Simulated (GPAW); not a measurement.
# F K ELNES/XANES of KCaF3 (Pm-3m) from DFT

Aim: the near-edge shape at the F K edge of KCaF3 (Pm-3m), and what the core hole does to it.

Program: GPAW 26.7.0. Level of theory: X-ray absorption from dipole matrix elements to empty bands, plane-wave PAW LDA. Results are calculated unless marked as measured.

Report form: the programs' logs are mostly left out.

## 1. Starting point

The structure is cubic, space group Pm-3m (No. 221). The conventional cell has a = 4.482 Å, b = 4.482 Å, c = 4.482 Å, α = 90.00°, β = 90.00°, γ = 90.00°. Nearest to Ca lie 6 F at 2.24 Å. Nearest to K lie 12 F at 3.17 Å. F has 2 Ca at 2.24 Å and 4 K at 3.17 Å nearest. Farther neighbours and most contacts between anions are not listed.

As a file:

```xyz
5
Lattice="4.4817 0.0000 0.0000 0.0000 4.4817 0.0000 0.0000 0.0000 4.4817" Properties=species:S:1:pos:R:3 pbc="T T T"
Ca    0.0000    0.0000    0.0000
K     2.2409    2.2409    2.2409
F     2.2409    0.0000    0.0000
F     0.0000    0.0000    2.2409
F     0.0000    2.2409    0.0000
```

## 2. The field without a hole

A plain self-consistent run shows whether there is a gap, which decides the set-up of the core-hole run.

File scf.py:

```python
import numpy as np
from ase import Atoms
from ase.parallel import parprint, paropen
from gpaw import GPAW, PW, FermiDirac, Mixer, MixerDif, setup_paths
from gpaw.test import gen
setup_paths.insert(0, '.')
gen('F', name='nch1s', xcname='LDA', corehole=(1, 0, 0), write_xml=True)
from gpaw.mpi import world
world.barrier()

atoms = Atoms('CaKF3',
    cell=[[4.481726, 0, 0],
     [0, 4.481726, 0],
     [0, 0, 4.481726]],
    scaled_positions=[[0, 0, 0],
     [0.5, 0.5, 0.5],
     [0.5, 0, 0],
     [0, 0, 0.5],
     [0, 0.5, 0]],
    pbc=True)
atoms.calc = calc = GPAW(legacy_gpaw=True, mode=PW(500, force_complex_dtype=True), xc='LDA', setups={2: 'nch1s'},
    kpts={'size': (6, 6, 6), 'gamma': True}, occupations=FermiDirac(0.05),
    charge=0, mixer=Mixer(0.1, 5, 50), maxiter=150,
    convergence={'density': 0.0001, 'eigenstates': 1e-6}, txt='scf.txt')
energy = atoms.get_potential_energy() + calc.get_reference_energy()
ef = calc.get_fermi_level()
out = dict(energy=energy, fermi=ef, forces=atoms.get_forces().tolist())
parprint(f'all-electron energy {energy:.4f} eV, Fermi level {ef:.4f} eV')
ev = np.array([[calc.get_eigenvalues(k, s) for k in range(len(calc.get_ibz_k_points()))] for s in range(calc.get_number_of_spins())])
out['homo'], out['lumo'], out['counts'] = ev[ev < ef].max(), ev[ev > ef].min(), sorted(set((ev < ef).sum((0, 2)).tolist()))
out['filled'] = (ev[:, 0] < ef).sum(1).tolist()
import json
with paropen('out.json', 'w') as f:
    json.dump(out, f)
```

Command:

```sh
$ OMP_NUM_THREADS=1 mpirun -n 4 gpaw python scf.py
```

Wall time 8.5 s (4 MPI ranks of Intel Xeon 6975P-C (Granite Rapids), shared host); peak memory 0.2 GiB; 33 s of CPU time.

The mesh shows a gap of 5.80 eV, so the hole is first treated in a charged cell, without the excited electron.

## 3. Spectrum without a core hole, F atom 3

Without a hole the spectrum is the empty density of states of the right symmetry on the absorber, weighted by matrix elements. It needs only the small cell and serves as the baseline. The data set with a hole of occupation 0 only carries the core orbital.

The absorber has 2 Ca at 2.24 Å (linear, site symmetry 4/mmm).

File xas.py:

```python
import numpy as np
from ase import Atoms
from ase.parallel import parprint, paropen
from gpaw import GPAW, PW, FermiDirac, Mixer, MixerDif, setup_paths
from gpaw.test import gen
setup_paths.insert(0, '.')
gen('F', name='nch1s', xcname='LDA', corehole=(1, 0, 0), write_xml=True)
from gpaw.mpi import world
world.barrier()

atoms = Atoms('CaKF3',
    cell=[[4.481726, 0, 0],
     [0, 4.481726, 0],
     [0, 0, 4.481726]],
    scaled_positions=[[0, 0, 0],
     [0.5, 0.5, 0.5],
     [0.5, 0, 0],
     [0, 0, 0.5],
     [0, 0.5, 0]],
    pbc=True)
atoms.calc = calc = GPAW(legacy_gpaw=True, mode=PW(500, force_complex_dtype=True), xc='LDA', setups={2: 'nch1s'},
    kpts={'size': (6, 6, 6), 'gamma': True}, occupations=FermiDirac(0.02),
    charge=0, mixer=Mixer(0.1, 5, 50), maxiter=150,
    convergence={'density': 0.0001, 'eigenstates': 1e-6}, txt='scf.txt')
energy = atoms.get_potential_energy() + calc.get_reference_energy()
ef = calc.get_fermi_level()
out = dict(energy=energy, fermi=ef, forces=atoms.get_forces().tolist())
parprint(f'all-electron energy {energy:.4f} eV, Fermi level {ef:.4f} eV')
ev = np.array([[calc.get_eigenvalues(k, s) for k in range(len(calc.get_ibz_k_points()))] for s in range(calc.get_number_of_spins())])
out['homo'], out['lumo'], out['counts'] = ev[ev < ef].max(), ev[ev > ef].min(), sorted(set((ev < ef).sum((0, 2)).tolist()))
out['filled'] = (ev[:, 0] < ef).sum(1).tolist()

from ase.units import Ha
from gpaw.xas import dipole_matrix_elements
nb = int(calc.get_number_of_electrons() / 2) + 57
top, nb = nb, nb + 8 + nb // 12
nscf = calc.fixed_density(kpts={'size': (5, 5, 5), 'gamma': True}, nbands=nb,
    convergence={'bands': top, 'eigenstates': 5e-3}, maxiter=60, txt='nscf.txt')
cell = atoms.cell.array
ops = [cell.T @ U.T @ np.linalg.inv(cell.T) for U in nscf.wfs.kd.symmetry.op_scc]
filled = [20]  # bands filled in the ground state, by spin
E = np.arange(-25, 34, 0.1)
fwhm = np.interp(E, [4, 25], [0.9, 3.5])
Y, X, zero, highest = 0, 0, 1e9, 1e9
for spin in range(nscf.get_number_of_spins()):
    wfs = nscf.wfs
    mine = wfs.bd.get_slice()  # this rank's bands
    A = dipole_matrix_elements(wfs.setups[2])
    eps = np.zeros((wfs.kd.nibzkpts, nb))
    d = np.zeros((3, A.shape[1], wfs.kd.nibzkpts, nb), complex)
    for kpt in wfs.kpt_u:
        if kpt.s == spin and 2 in kpt.P_ani:
            eps[kpt.k, mine] = kpt.eps_n * Ha
            d[:, :, kpt.k, mine] = (kpt.weight * wfs.nspins / 2) ** 0.5 * np.inner(A, kpt.P_ani[2])
    world.sum(eps)
    world.sum(d)
    T = np.einsum('amkn,bmkn->abkn', d, d.conj()).real
    T = sum(np.einsum('ai,ijkn,bj->abkn', R, T, R) for R in ops) / len(ops)
    empty = np.ones_like(eps, bool) & (np.arange(nb) >= filled[spin])
    zero, highest = min(zero, eps[empty].min()), min(highest, eps[:, top - 1].min())
    lines = [(eps, T, empty)] if spin == 0 else lines + [(eps, T, empty)]
for eps, T, empty in lines:
    f = np.einsum('aakn->akn', T).reshape(3, -1)
    x = eps.ravel() - zero
    w = np.interp(x, E, fwhm) / 2.35482
    g = np.exp(-0.5 * ((E[:, None] - x) / w) ** 2) / (w * (2 * np.pi) ** 0.5)
    Y = Y + (f * empty.ravel()) @ g.T
    X = X + (f * ~empty.ravel()) @ g.T
out.update(E=E.round(2).tolist(), xas=Y.tolist(), xes=X.tolist(), zero=zero, valid=highest - zero, nk=len(eps), nb=nb)
for i in range(0, len(E), 10):
    parprint(f'{E[i]:7.2f}', *(f'{v:10.3e}' for v in Y[:, i]))
import json
with paropen('out.json', 'w') as f:
    json.dump(out, f)
```

Command:

```sh
$ OMP_NUM_THREADS=1 mpirun -n 4 gpaw python xas.py
```

Run time: 13 s. Hardware: 4 MPI ranks; peak memory 0.25 GiB.

The F K spectrum, F atom 3, no core hole (energy from the lowest empty level; intensity scaled to a mean of 1 over the first 20 eV):

```tsv
E (eV)	intensity
-2.0	0.00
-1.4	0.00
-0.8	0.00
-0.2	0.00
0.4	0.05
1.0	0.13
1.6	0.30
2.2	0.62
2.8	1.30
3.4	3.31
4.0	2.59
4.6	0.94
5.2	1.22
5.8	1.75
6.4	1.76
7.0	1.34
7.6	0.90
8.2	0.96
8.8	1.18
9.4	1.15
10.0	0.89
10.6	0.70
11.2	0.65
11.8	0.59
12.4	0.58
13.0	0.71
13.6	0.97
14.2	1.20
14.8	1.27
15.4	1.19
16.0	1.02
16.6	0.84
17.2	0.69
17.8	0.59
18.4	0.54
19.0	0.56
19.6	0.63
20.2	0.71
20.8	0.80
21.4	0.89
22.0	0.97
22.6	1.04
23.2	1.08
23.8	1.10
24.4	1.11
25.0	1.14
25.6	1.19
26.2	1.23
26.8	1.26
27.4	1.28
28.0	1.28
28.6	1.27
29.2	1.24
29.8	1.17
30.4	1.06
31.0	0.94
31.6	0.84
```

Main maxima below 24 eV (height): 3.6 eV (3.53), 6.1 eV (1.80), 9.1 eV (1.21) and 14.7 eV (1.28). A K edge sees empty p states on the absorber.

The same matrix elements for filled bands give the F K emission of F atom 3 (ground-state approximation; energy from the lowest empty level, largest value 1):

```tsv
E (eV)	emission
-24.00	0.00
-23.25	0.00
-22.50	0.00
-21.75	0.00
-21.00	0.00
-20.25	0.00
-19.50	0.00
-18.75	0.00
-18.00	0.00
-17.25	0.00
-16.50	0.00
-15.75	0.00
-15.00	0.00
-14.25	0.00
-13.50	0.00
-12.75	0.00
-12.00	0.00
-11.25	0.00
-10.50	0.00
-9.75	0.00
-9.00	0.00
-8.25	0.01
-7.50	0.28
-6.75	0.91
-6.00	0.77
-5.25	0.08
-4.50	0.00
-3.75	0.00
-3.00	0.00
-2.25	0.00
-1.50	0.00
-0.75	0.00
0.00	0.00
0.75	0.00
1.50	0.00
2.25	0.00
3.00	0.00
```

Emission maxima: -6.4 eV (1.00).

## 4. Supercell without a hole, the energy reference

The photon energy needs a difference of total energies, so the cell and mesh of the coming hole run are first run without a hole.

scf.py: that of step 2 with these lines changed.

```diff
@@ -10,14 +10,19 @@
 
-atoms = Atoms('CaKF3',
-    cell=[[4.481726, 0, 0],
-     [0, 4.481726, 0],
-     [0, 0, 4.481726]],
+atoms = Atoms('Ca2K2F6',
+    cell=[[4.481726, 0, 4.481726],
+     [0, 4.481726, 4.481726],
+     [0, -4.481726, 4.481726]],
     scaled_positions=[[0, 0, 0],
-     [0.5, 0.5, 0.5],
-     [0.5, 0, 0],
-     [0, 0, 0.5],
-     [0, 0.5, 0]],
+     [0, 0.5, 0.5],
+     [0.5, 0.25, 0.75],
+     [0.5, 0.75, 0.25],
+     [0.5, 0.75, 0.75],
+     [0.5, 0.25, 0.25],
+     [0, 0.25, 0.25],
+     [0, 0.75, 0.75],
+     [0, 0.25, 0.75],
+     [0, 0.75, 0.25]],
     pbc=True)
-atoms.calc = calc = GPAW(legacy_gpaw=True, mode=PW(500, force_complex_dtype=True), xc='LDA', setups={2: 'nch1s'},
-    kpts={'size': (6, 6, 6), 'gamma': True}, occupations=FermiDirac(0.05),
+atoms.calc = calc = GPAW(legacy_gpaw=True, mode=PW(500, force_complex_dtype=True), xc='LDA', setups={4: 'nch1s'},
+    kpts={'size': (4, 4, 4), 'gamma': True}, occupations=FermiDirac(0.02),
     charge=0, mixer=Mixer(0.1, 5, 50), maxiter=150,
```

Command:

```sh
$ OMP_NUM_THREADS=1 mpirun -n 4 gpaw python scf.py
```

Wall time 18 s (4 MPI ranks); peak memory 0.27 GiB.

Reference energy: -85862.847 eV with the cores included.

## 5. Spectrum with FCH, F atom 3

The holes are 6.3 Å apart. In GPAW the data set carries the hole's charge, so charge=0 means a charged cell and charge=-1 a neutral one. The excited electron is left out and a uniform background balances the charge. After the field has converged, empty bands are computed with the density fixed and the dipole matrix elements are summed.

xas.py: that of step 3 with these lines changed.

```diff
@@ -6,3 +6,3 @@
 setup_paths.insert(0, '.')
-gen('F', name='nch1s', xcname='LDA', corehole=(1, 0, 0), write_xml=True)
+gen('F', name='fch1s', xcname='LDA', corehole=(1, 0, 1), write_xml=True)
 from gpaw.mpi import world
@@ -10,14 +10,19 @@
 
-atoms = Atoms('CaKF3',
-    cell=[[4.481726, 0, 0],
-     [0, 4.481726, 0],
-     [0, 0, 4.481726]],
+atoms = Atoms('Ca2K2F6',
+    cell=[[4.481726, 0, 4.481726],
+     [0, 4.481726, 4.481726],
+     [0, -4.481726, 4.481726]],
     scaled_positions=[[0, 0, 0],
-     [0.5, 0.5, 0.5],
-     [0.5, 0, 0],
-     [0, 0, 0.5],
-     [0, 0.5, 0]],
+     [0, 0.5, 0.5],
+     [0.5, 0.25, 0.75],
+     [0.5, 0.75, 0.25],
+     [0.5, 0.75, 0.75],
+     [0.5, 0.25, 0.25],
+     [0, 0.25, 0.25],
+     [0, 0.75, 0.75],
+     [0, 0.25, 0.75],
+     [0, 0.75, 0.25]],
     pbc=True)
-atoms.calc = calc = GPAW(legacy_gpaw=True, mode=PW(500, force_complex_dtype=True), xc='LDA', setups={2: 'nch1s'},
-    kpts={'size': (6, 6, 6), 'gamma': True}, occupations=FermiDirac(0.02),
+atoms.calc = calc = GPAW(legacy_gpaw=True, mode=PW(500, force_complex_dtype=True), xc='LDA', setups={4: 'fch1s'},
+    kpts={'size': (4, 4, 4), 'gamma': True}, occupations=FermiDirac(0.02),
     charge=0, mixer=Mixer(0.1, 5, 50), maxiter=150,
@@ -34,3 +39,3 @@
 from gpaw.xas import dipole_matrix_elements
-nb = int(calc.get_number_of_electrons() / 2) + 57
+nb = int(calc.get_number_of_electrons() / 2) + 110
 top, nb = nb, nb + 8 + nb // 12
@@ -40,4 +45,4 @@
 ops = [cell.T @ U.T @ np.linalg.inv(cell.T) for U in nscf.wfs.kd.symmetry.op_scc]
-filled = [20]  # bands filled in the ground state, by spin
-E = np.arange(-25, 34, 0.1)
+filled = [40]  # bands filled in the ground state, by spin
+E = np.arange(-6, 34, 0.1)
 fwhm = np.interp(E, [4, 25], [0.9, 3.5])
@@ -47,3 +52,3 @@
     mine = wfs.bd.get_slice()  # this rank's bands
-    A = dipole_matrix_elements(wfs.setups[2])
+    A = dipole_matrix_elements(wfs.setups[4])
     eps = np.zeros((wfs.kd.nibzkpts, nb))
@@ -51,5 +56,5 @@
     for kpt in wfs.kpt_u:
-        if kpt.s == spin and 2 in kpt.P_ani:
+        if kpt.s == spin and 4 in kpt.P_ani:
             eps[kpt.k, mine] = kpt.eps_n * Ha
-            d[:, :, kpt.k, mine] = (kpt.weight * wfs.nspins / 2) ** 0.5 * np.inner(A, kpt.P_ani[2])
+            d[:, :, kpt.k, mine] = (kpt.weight * wfs.nspins / 2) ** 0.5 * np.inner(A, kpt.P_ani[4])
     world.sum(eps)
```

Command:

```sh
$ OMP_NUM_THREADS=1 mpirun -n 4 gpaw python xas.py
```

Elapsed: 47 s, on 4 MPI ranks; peak memory 0.4 GiB.

The F K spectrum, F atom 3, full core hole (charged cell) (energy from the lowest empty level; intensity scaled to a mean of 1 over the first 20 eV):

```tsv
E (eV)	intensity
-2.0	0.00
-1.5	0.00
-1.0	0.00
-0.5	0.00
0.0	0.01
0.5	0.06
1.0	0.19
1.5	0.46
2.0	1.23
2.5	2.49
3.0	2.98
3.5	1.79
4.0	0.78
4.5	0.90
5.0	2.02
5.5	2.41
6.0	1.51
6.5	0.81
7.0	0.62
7.5	0.67
8.0	0.78
8.5	0.89
9.0	0.92
9.5	0.81
10.0	0.62
10.5	0.48
11.0	0.43
11.5	0.46
12.0	0.56
12.5	0.75
13.0	1.01
13.5	1.29
14.0	1.47
14.5	1.49
15.0	1.36
15.5	1.16
16.0	0.97
16.5	0.82
17.0	0.72
17.5	0.66
18.0	0.64
18.5	0.66
19.0	0.72
19.5	0.82
20.0	0.95
20.5	1.10
21.0	1.23
21.5	1.35
22.0	1.43
22.5	1.47
23.0	1.47
23.5	1.46
24.0	1.44
24.5	1.43
25.0	1.44
25.5	1.45
26.0	1.45
26.5	1.44
27.0	1.40
27.5	1.35
28.0	1.30
28.5	1.25
29.0	1.19
29.5	1.12
30.0	1.03
30.5	0.93
31.0	0.85
31.5	0.79
```

Main maxima below 24 eV (height): 2.9 eV (3.04), 5.4 eV (2.47), 8.9 eV (0.93), 14.3 eV (1.51) and 22.8 eV (1.48). 

The hole costs E(hole) − E(ground) = 684.93 eV, and the lowest empty level of the hole cell on the spectrum's mesh lies at 4.59 eV, which puts the zero at 689.52 eV. One term is added: -9.89 eV, since the hole is spin-paired here and a spin-polarised one costs that much less in the free atom (computed apart). The photon energy is then 679.63 eV. The functional and the charged cell's background leave an error in such absolute values: in the free atom LDA prices this hole 4.7 eV below PBE (computed apart), and PBE is itself good to a few eV.

## 6. Cell without a hole, the energy reference

The cell changes for the next run, so it gets a reference energy of its own.

scf.py: that of step 4 with these lines changed.

```diff
@@ -10,18 +10,13 @@
 
-atoms = Atoms('Ca2K2F6',
-    cell=[[4.481726, 0, 4.481726],
-     [0, 4.481726, 4.481726],
-     [0, -4.481726, 4.481726]],
+atoms = Atoms('CaKF3',
+    cell=[[4.481726, 0, 0],
+     [0, 4.481726, 0],
+     [0, 0, 4.481726]],
     scaled_positions=[[0, 0, 0],
-     [0, 0.5, 0.5],
-     [0.5, 0.25, 0.75],
-     [0.5, 0.75, 0.25],
-     [0.5, 0.75, 0.75],
-     [0.5, 0.25, 0.25],
-     [0, 0.25, 0.25],
-     [0, 0.75, 0.75],
-     [0, 0.25, 0.75],
-     [0, 0.75, 0.25]],
+     [0.5, 0.5, 0.5],
+     [0.5, 0, 0],
+     [0, 0, 0.5],
+     [0, 0.5, 0]],
     pbc=True)
-atoms.calc = calc = GPAW(legacy_gpaw=True, mode=PW(500, force_complex_dtype=True), xc='LDA', setups={4: 'nch1s'},
+atoms.calc = calc = GPAW(legacy_gpaw=True, mode=PW(500, force_complex_dtype=True), xc='LDA', setups={2: 'nch1s'},
     kpts={'size': (4, 4, 4), 'gamma': True}, occupations=FermiDirac(0.02),
```

Command:

```sh
$ OMP_NUM_THREADS=1 mpirun -n 4 gpaw python scf.py
```

Elapsed: 5.8 s, on 4 MPI ranks; peak memory 0.19 GiB.

## 7. Spectrum with FCH, F atom 3

A smaller cell brings the holes closer; here they are 4.5 Å apart.

Changed against the first core-hole run: supercell atoms from 10 to 5.

xas.py: that of step 5 with these lines changed.

```diff
@@ -10,18 +10,13 @@
 
-atoms = Atoms('Ca2K2F6',
-    cell=[[4.481726, 0, 4.481726],
-     [0, 4.481726, 4.481726],
-     [0, -4.481726, 4.481726]],
+atoms = Atoms('CaKF3',
+    cell=[[4.481726, 0, 0],
+     [0, 4.481726, 0],
+     [0, 0, 4.481726]],
     scaled_positions=[[0, 0, 0],
-     [0, 0.5, 0.5],
-     [0.5, 0.25, 0.75],
-     [0.5, 0.75, 0.25],
-     [0.5, 0.75, 0.75],
-     [0.5, 0.25, 0.25],
-     [0, 0.25, 0.25],
-     [0, 0.75, 0.75],
-     [0, 0.25, 0.75],
-     [0, 0.75, 0.25]],
+     [0.5, 0.5, 0.5],
+     [0.5, 0, 0],
+     [0, 0, 0.5],
+     [0, 0.5, 0]],
     pbc=True)
-atoms.calc = calc = GPAW(legacy_gpaw=True, mode=PW(500, force_complex_dtype=True), xc='LDA', setups={4: 'fch1s'},
+atoms.calc = calc = GPAW(legacy_gpaw=True, mode=PW(500, force_complex_dtype=True), xc='LDA', setups={2: 'fch1s'},
     kpts={'size': (4, 4, 4), 'gamma': True}, occupations=FermiDirac(0.02),
@@ -39,3 +34,3 @@
 from gpaw.xas import dipole_matrix_elements
-nb = int(calc.get_number_of_electrons() / 2) + 110
+nb = int(calc.get_number_of_electrons() / 2) + 57
 top, nb = nb, nb + 8 + nb // 12
@@ -45,3 +40,3 @@
 ops = [cell.T @ U.T @ np.linalg.inv(cell.T) for U in nscf.wfs.kd.symmetry.op_scc]
-filled = [40]  # bands filled in the ground state, by spin
+filled = [20]  # bands filled in the ground state, by spin
 E = np.arange(-6, 34, 0.1)
@@ -52,3 +47,3 @@
     mine = wfs.bd.get_slice()  # this rank's bands
-    A = dipole_matrix_elements(wfs.setups[4])
+    A = dipole_matrix_elements(wfs.setups[2])
     eps = np.zeros((wfs.kd.nibzkpts, nb))
@@ -56,5 +51,5 @@
     for kpt in wfs.kpt_u:
-        if kpt.s == spin and 4 in kpt.P_ani:
+        if kpt.s == spin and 2 in kpt.P_ani:
             eps[kpt.k, mine] = kpt.eps_n * Ha
-            d[:, :, kpt.k, mine] = (kpt.weight * wfs.nspins / 2) ** 0.5 * np.inner(A, kpt.P_ani[4])
+            d[:, :, kpt.k, mine] = (kpt.weight * wfs.nspins / 2) ** 0.5 * np.inner(A, kpt.P_ani[2])
     world.sum(eps)
```

Command:

```sh
$ OMP_NUM_THREADS=1 mpirun -n 4 gpaw python xas.py
```

Elapsed: 10 s, on 4 MPI ranks; peak memory 0.24 GiB; 40 s of CPU time.

These settings depart from the first run's and aren't meant as converged.

Against the first run the r.m.s. difference is 21 %. The highest intensity below 16 eV goes from 2.9 eV (3.04) to 2.8 eV (2.77).

```tsv
E (eV)	first run	this run
-2.0	0.00	0.00
-0.5	0.00	0.00
1.0	0.19	0.13
2.5	2.49	2.22
4.0	0.78	1.22
5.5	2.41	1.61
7.0	0.62	0.61
8.5	0.89	1.05
10.0	0.62	0.74
11.5	0.46	0.56
13.0	1.01	1.00
14.5	1.49	1.32
16.0	0.97	0.93
17.5	0.66	0.74
19.0	0.72	0.86
20.5	1.10	1.27
22.0	1.43	1.48
23.5	1.46	1.36
25.0	1.44	1.32
26.5	1.44	1.35
28.0	1.30	1.32
29.5	1.12	1.21
31.0	0.85	0.95
```

## 8. What the core hole does

Both curves are counted from their own zero, so only the shift of weight within the empty states shows.

```tsv
E (eV)	no hole	FCH
-2.0	0.00	0.00
-1.0	0.00	0.00
0.0	0.01	0.01
1.0	0.13	0.19
2.0	0.53	1.23
3.0	1.92	2.98
4.0	2.59	0.78
5.0	0.98	2.02
6.0	1.79	1.51
7.0	1.34	0.62
8.0	0.90	0.78
9.0	1.21	0.92
10.0	0.89	0.62
11.0	0.66	0.43
12.0	0.58	0.56
13.0	0.71	1.01
14.0	1.14	1.47
15.0	1.26	1.36
16.0	1.02	0.97
17.0	0.73	0.72
18.0	0.57	0.64
19.0	0.56	0.72
20.0	0.68	0.95
21.0	0.83	1.23
22.0	0.97	1.43
23.0	1.07	1.47
24.0	1.10	1.44
25.0	1.14	1.44
26.0	1.21	1.45
27.0	1.27	1.40
28.0	1.28	1.30
29.0	1.25	1.19
30.0	1.13	1.03
31.0	0.94	0.85
```

With each curve scaled to its own mean, the area from −2 to 6 eV with the hole is 8.1 against 7.1, and the centre of weight from −1 to 20 eV moves by +0.1 eV (first and strongest maxima below 20 eV: 3.6 eV (3.53), 6.1 eV (1.80) and 14.7 eV (1.28) without the hole, 2.9 eV (3.04), 5.4 eV (2.47) and 14.3 eV (1.51) with it), while the pattern of peaks shifts by -0.8 eV; the shape changes all the same, by 51 % r.m.s.

## 9. Results

```json
{
 "absorber and edge": "F K, atom 3 of the ground-state input (counted from 1)",
 "surroundings": "2 Ca at 2.24 Å (linear, site symmetry 4/mmm)",
 "highest intensity below 16 eV": "2.9 eV above the zero, height 3.04",
 "photon energy of the zero, with the added terms": "679.6 eV (raw 689.5 eV; LDA puts this hole about 5 eV below PBE, itself good to a few eV)"
}
```

The F K edge of atom 3, with 2 Ca at 2.24 Å (linear, site symmetry 4/mmm), has its highest intensity of the first 16 eV at 2.9 eV above the zero, near 683 eV in photon energy (LDA puts this hole about 5 eV below PBE, itself good to a few eV), 3.0 times the mean level of the first 20 eV (Gaussian full width 0.9 eV up to 4 eV, rising linearly to 3.5 eV at 25 eV). With each curve scaled to its own mean, the area from −2 to 6 eV with the hole is 8.1 against 7.1, and the centre of weight from −1 to 20 eV moves by +0.1 eV (first and strongest maxima below 20 eV: 3.6 eV (3.53), 6.1 eV (1.80) and 14.7 eV (1.28) without the hole, 2.9 eV (3.04), 5.4 eV (2.47) and 14.3 eV (1.51) with it), while the pattern of peaks shifts by -0.8 eV; the shape changes all the same, by 51 % r.m.s. A cell with holes 4.5 Å apart changes the curve by 21 % r.m.s. (19 % after the best shift). The holes are only 6.3 Å apart, so the shape is probably not converged with cell size; no larger cell was run here. The mesh is coarse (0.28 Å⁻¹ between points), so small maxima may be mesh ripples. Lifetime broadening is put in by hand, and intensities beyond about 20 eV depend on it and on the partial waves. The structure is a computed Materials Project entry and may be a hypothetical form.

[Logs are printed without paths, hosts, clocks, repeated set-up lines and the standing remarks that a program may print on its own settings, such as how far it seeks lower states.]

[Hosts, paths, dates, database ids (printed as entryN), source tags and the programs' standing remarks are cut or masked in the printed files.]

[Lists of maxima count a maximum above −3 eV only where it reaches 4 % of the highest in the window and stands out from its surroundings by 2 % of it (1.5 % where it reaches 55 %); shoulders and weaker maxima are passed over, and of the rest the first, up to two pre-edge ones and the few strongest are named.]
